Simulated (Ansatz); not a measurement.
Entries from a set of simulations; values are calculated unless marked as measured.

```xyz
3
Lattice="3.005 0.000 0.000 -1.503 2.603 0.000 0.000 0.000 28.800" Properties=species:S:1:pos:R:3 subject="Quasiparticle gap of WSO (2H monolayer (Janus))" method="G0W0 on HSE06, plane waves, PAW; PAW set soft_1 (and 1 further level or step)" program="Ansatz 0.2.0" settings_of_one_run="cutoff 420 eV, 6×6×1 k-mesh, PAW set soft 1, empty bands 202, screening cutoff 54 eV, screening contour deformation, QP bands (v2, c2)" cost="2 runs, 98 s in all on 4 threads of Intel Xeon 6975P-C (Granite Rapids), shared host (the runs of this entry)" notes="In doubt: masses and optical values from hybrid runs of this build are listed as unsure (in some of the runs), which bears on the screening that GW takes from such a start. Values taken over the cell’s volume include its vacuum. The program’s warnings: metallic iterate. The structure was relaxed with PBE. Limits: coarse mesh for a sheet; no spin-orbit coupling. For the G0W0 step: the program’s warnings for this run: metallic iterate." hse06_gap_over_mesh_and_listed_points="2.139 eV, from k = Γ to k = (0.333, 0.333, 0.000)" g0w0_hse06_gap_over_all_7_irreducible_mesh_points="2.684 eV, from k = Γ to k = (0.333, 0.333, 0.000)" gw_settings="6×6×1 mesh, 202 empty bands, screening to 54 eV, PAW set soft_1 files" known_limits="finite bands, screening cutoff and k mesh; no spin-orbit coupling in G0W0"
W     0.000    1.735   14.634
O     1.503    0.868   15.800
S     1.503    0.868   13.000
```

[Paths, hosts, dates, memory and timing lines, banners, echoed tables and standing remarks are left out of the program output.]

[Logs are printed without paths, hosts, clocks, repeated set-up lines and the standing remarks that a program may print on its own settings, such as how far it seeks lower states.]

[Runs of the session that timed out or met a known fault of the program may be left out.]

[Cells called generated may have been cut or substituted from an entry of the Crystallography Open Database or the Materials Project.]

[Hosts, paths, dates, database ids (printed as entryN), source tags and the programs' standing remarks are cut or masked in the printed files.]
